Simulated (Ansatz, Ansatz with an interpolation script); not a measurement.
# Settings in Wannier-interpolated G0W0: Rb2NaYF6 (Fm-3m), part 2 of 2

Wanted: errors and cost of interpolated bands of Rb2NaYF6 (Fm-3m) under coarser or faulty settings.

Ansatz 0.2.0; maximally localised Wannier functions, LDA, plane waves, PAW; PAW set soft_1. Known limits of the many-body steps: not at the basis limit; no spin-orbit coupling; coarse k mesh.

So far. Step 3 (Wannier model on 4×4×4): Near the gap the model misses directly solved bands by 6.4 meV r.m.s. and by 93 meV at most in the window tested. This tests the starting bands, not the corrections carried with them. Step 5 (G0W0: 4×4×4 mesh, 733 empty bands, screening to 150 eV …): The G0W0 gap on the mesh is 9.995 eV.

## (6) G0W0: 2×2×2 mesh, 733 empty bands, screening to 150 eV, PAW set soft_1 files

Level of this step: G0W0 on LDA, plane waves, PAW; PAW set soft_1 (Ansatz).

input.yaml reads:

```yaml
crystal:
  lattice:
    - [0.0, 4.4475, 4.4475]
    - [4.4475, 0.0, 4.4475]
    - [4.4475, 4.4475, 0.0]
  atoms:
    - { symbol: Rb, position: [0.25, 0.25, 0.25] }
    - { symbol: Rb, position: [0.75, 0.75, 0.75] }
    - { symbol: Na, position: [0.5, 0.5, 0.5] }
    - { symbol: "Y", position: [0.0, 0.0, 0.0] }
    - { symbol: F, position: [0.756, 0.244, 0.244] }
    - { symbol: F, position: [0.244, 0.756, 0.244] }
    - { symbol: F, position: [0.244, 0.756, 0.756] }
    - { symbol: F, position: [0.756, 0.244, 0.756] }
    - { symbol: F, position: [0.244, 0.244, 0.756] }
    - { symbol: F, position: [0.756, 0.756, 0.244] }
kpoints:
  mp_grid: { grid: [2, 2, 2] }
hamiltonian:
  xc: lda
  pseudopotentials: { kind: paw, azcp: { folder: soft_1 }, xc_functional: pbe }
scf:
  occupations: { method: fixed }
gw:
  n_empty_bands: 733
  ecut_chi: 150.0
  qp_bands: [v24, c6]
  screening: { model: contour_deformation }
```

Launch:

```sh
> ansatz run input.yaml --threads 2 --pin off --max-ram 92160MiB --backend cuda --events-out ev --progress --plain --runs-dir out --devices 1 --max-vram 13GiB
```

Numbers of over 12 decimals in the logs are rounded to 6 here.

Log:

```text
GPUs: using 1 of 1 available (devices: 1).
[...]
GPU FFT provider: cuFFT
GPU libraries: cuBLAS 13.8.2, cuFFT 12.4.0, cuSOLVER 12.3.4
Crystal: 10 atoms, lattice volume = 175.945 Å³
Basis set: ecut = 420 eV, 3479 PW (Γ)
Bands: 50, of which v1, the nominal top of the filled ones, is band 40 counted from 1 (39 counted from 0)
Symmetry: 48 space group operations
[...]
k-points: 3 of 8
[...]
0    27      0.0892   -28.6368     5.1845   -21.2687  0.7799    -2.1627    -2.0944  root
[...]
2    43      9.7172   -10.2407    -4.0604   -16.7152  0.8479    12.1779    12.1312  root
     2    44      9.7172   -10.2407    -4.0604   -16.7152  0.8479    12.1779    12.1312  root
     2    45     10.4123    -6.7884    -3.5595   -12.3005  0.8732    12.3905    12.3649  root
     2    46     10.7305    -6.6934    -3.5093   -12.1478  0.8707    12.7008    12.6755  root
[key lines of the parts left out:]
SCF converged after 9 iterations
Free energy (F): -16332.861618 eV
Fermi energy:    1.264355 eV
```

Wall time 22 s (1 × NVIDIA H100 80GB HBM3 (shared by 6 runs) with 2 threads of AMD EPYC 7R13 (Zen 3), shared host); peak memory 1.5 GiB; 29 s of CPU time.

The G0W0 gap on the mesh is 10.012 eV.

## (7) G0W0: 4×4×4 mesh, 341 empty bands, screening to 90 eV, PAW set soft_1 files

Edit input.yaml of step 6 so:

```diff
@@ -17,3 +17,3 @@
 kpoints:
-  mp_grid: { grid: [2, 2, 2] }
+  mp_grid: { grid: [4, 4, 4] }
 hamiltonian:
@@ -24,4 +24,4 @@
 gw:
-  n_empty_bands: 733
-  ecut_chi: 150.0
+  n_empty_bands: 341
+  ecut_chi: 90
   qp_bands: [v24, c6]
```

Log:

```text
GPUs: using 1 of 1 available (devices: 1).
[...]
GPU FFT provider: cuFFT
GPU libraries: cuBLAS 13.8.2, cuFFT 12.4.0, cuSOLVER 12.3.4
Crystal: 10 atoms, lattice volume = 175.945 Å³
Basis set: ecut = 420 eV, 3479 PW (Γ)
Bands: 50, of which v1, the nominal top of the filled ones, is band 40 counted from 1 (39 counted from 0)
Symmetry: 48 space group operations
[...]
k-points: 8 of 64
[...]
0    24     -0.1311   -30.1987     5.6012   -22.5984  0.7789    -2.1854    -2.1301  root
[...]
7    43      9.7146   -10.2421    -3.8742   -16.7015  0.8505    12.3535    12.2998  root
     7    44     10.4260    -6.6760    -3.3284   -11.9857  0.8709    12.4342    12.4074  root
     7    45     10.4260    -6.6760    -3.3284   -11.9857  0.8709    12.4342    12.4074  root
     7    46     10.5689    -6.9218    -3.4103   -12.3713  0.8747    12.6358    12.6080  root
[key lines of the parts left out:]
SCF converged after 9 iterations
Free energy (F): -16332.875056 eV
Fermi energy:    1.260696 eV
```

Run time: 69 s. Hardware: 1 × NVIDIA H100 80GB HBM3 (shared by 6 runs) with 2 threads; peak memory 1.5 GiB; 1.7 min of CPU time.

The G0W0 gap on the mesh is 9.914 eV.

## (8) G0W0: 4×4×4 mesh, 733 empty bands, screening to 150 eV, plasmon pole, PAW set soft_1 files

Edit input.yaml of step 7 so:

```diff
@@ -24,5 +24,5 @@
 gw:
-  n_empty_bands: 341
-  ecut_chi: 90
+  n_empty_bands: 733
+  ecut_chi: 150.0
   qp_bands: [v24, c6]
-  screening: { model: contour_deformation }
+  screening: { model: godby_needs }
```

Log:

```text
GPUs: using 1 of 1 available (devices: 1).
[...]
GPU FFT provider: cuFFT
GPU libraries: cuBLAS 13.8.2, cuFFT 12.4.0, cuSOLVER 12.3.4
Crystal: 10 atoms, lattice volume = 175.945 Å³
Basis set: ecut = 420 eV, 3479 PW (Γ)
Bands: 50, of which v1, the nominal top of the filled ones, is band 40 counted from 1 (39 counted from 0)
Symmetry: 48 space group operations
[...]
k-points: 8 of 64
[...]
0    24     -0.1311   -30.1987     5.4559   -22.5984  0.7958    -2.2995    -2.2755  root
[...]
7    43      9.7146   -10.2421    -3.9334   -16.7015  0.8617    12.2630    12.2406  root
     7    44     10.4260    -6.6760    -3.3506   -11.9857  0.8792    12.3997    12.3851  root
     7    45     10.4260    -6.6760    -3.3506   -11.9857  0.8792    12.3997    12.3851  root
     7    46     10.5689    -6.9218    -3.4375   -12.3713  0.8815    12.5956    12.5808  root
[key lines of the parts left out:]
SCF converged after 9 iterations
Free energy (F): -16332.875056 eV
Fermi energy:    1.260696 eV
```

Wall time 2.9 min (1 × NVIDIA H100 80GB HBM3 (shared by 6 runs) with 2 threads); peak memory 5.5 GiB.

The G0W0 gap on the mesh is 9.993 eV.

## (9) Interpolated results

Times are wall times on 1 × NVIDIA H100 80GB HBM3 (shared by 6 runs) with 2 threads of AMD EPYC 7R13 (Zen 3), shared host, good to a factor of about two.

```tsv
GW mesh	empty bands	cutoff (eV)	frequency	gap on mesh (eV)	gap over zone (eV)	direct gap (eV)	valence width (eV)	GW time
4×4×4	733	150	contour deformation	9.995	9.995	9.995	7.729	2 min
2×2×2	733	150	contour deformation	10.012	10.015	10.015	7.696	22 s
4×4×4	341	90	contour deformation	9.914	9.914	9.914	7.607	69 s
4×4×4	733	150	plasmon pole	9.993	9.993	9.993	7.806	2.9 min
```

## (10) What came out

| Property | Result |
| --- | --- |
| 4×4×4 mesh, 733 empty bands, screening to 150 eV, PAW set soft_1 files | 9.99 eV |
| 2×2×2 mesh, 733 empty bands, screening to 150 eV, PAW set soft_1 files | 10.02 eV |
| 4×4×4 mesh, 341 empty bands, screening to 90 eV, PAW set soft_1 files | 9.91 eV |
| 4×4×4 mesh, 733 empty bands, screening to 150 eV, plasmon pole, PAW set soft_1 files | 9.99 eV |

The largest change, −0.08 eV in the gap over the zone, comes with 4×4×4 mesh, 341 empty bands, screening to 90 eV, PAW set soft_1 files. The first run is a reference, not a converged one, and where a row moves several settings no single cause can be named. Rows on another GW mesh add that mesh's corrections to the bands of the one model. Coarser Wannier mesh (4×4×4): the miss near the gap goes from 1 (the model on 8×8×8) to 6 meV and the total spread from 48.4 to 42.7 Å². With 2×2×2 mesh, 733 empty bands, screening to 150 eV, PAW set soft_1 files the gap over the zone moves by +0.02 eV and that on the mesh by +0.02 eV. With 4×4×4 mesh, 341 empty bands, screening to 90 eV, PAW set soft_1 files the gap over the zone moves by −0.08 eV and that on the mesh by −0.08 eV. With 4×4×4 mesh, 733 empty bands, screening to 150 eV, plasmon pole, PAW set soft_1 files the gap over the zone moves by −0.002 eV and that on the mesh by −0.002 eV. Gaps over the zone and on the mesh differ where an edge lies off the mesh, or where a GW run starts from another density: the starting gap over the zone is 6.292 eV, on the GW meshes it is 6.292 eV and 6.289 eV. The many-body steps are scalar-relativistic: spin-orbit coupling is not in them.

[Paths, hosts, dates, memory and timing lines, banners, echoed tables and standing remarks are left out of the program output.]

[Logs are printed without paths, hosts, clocks, repeated set-up lines and the standing remarks that a program may print on its own settings, such as how far it seeks lower states.]

[Runs of the session that timed out or met a known fault of the program may be left out.]

[Hosts, paths, dates, database ids (printed as entryN), source tags and the programs' standing remarks are cut or masked in the printed files.]
